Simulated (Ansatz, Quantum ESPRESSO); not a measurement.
# 1T-HfO2, 1 layer: the energy at a withheld member of a series

**Set-up.** Quantum ESPRESSO 7.5, PBE, GBRV ultrasoft. Cell and atoms are first relaxed; each strained cell is then held and the atoms relax in it. A periodic run with 15 Å of vacuum in the starting cell gives the vacuum levels, and bands follow along a path. The series steps biaxial strain. Energies count from the lowest.

```
biaxial strain  energy (eV)
          -4 %       0.1989
          -3 %       0.1097
          -2 %       0.0477
          -1 %       0.0115
           0 %       0.0000
           1 %       0.0114
           2 %       0.0446
           3 %       0.0987
```

**Question.** What is the energy at 4 %?

By hand: The rows at 2 % and 3 % give a slope of (0.0987 − (0.0446))/(3 − (2)) = 0.0541, so a straight line gives 0.1528 eV. A parabola through these and the row at 1 % gives 0.1737 eV.

**The withheld run.** 0.1720 eV. The line misses by −0.0192 and the parabola by +0.0017 eV. The parabola does better.

**Limits.** Semilocal gaps are too small; the 1×1 cell can't ripple over many cells under compression as a free sheet would. No spin-orbit coupling.

[Logs are printed without paths, hosts, clocks, repeated set-up lines and the standing remarks that a program may print on its own settings, such as how far it seeks lower states.]
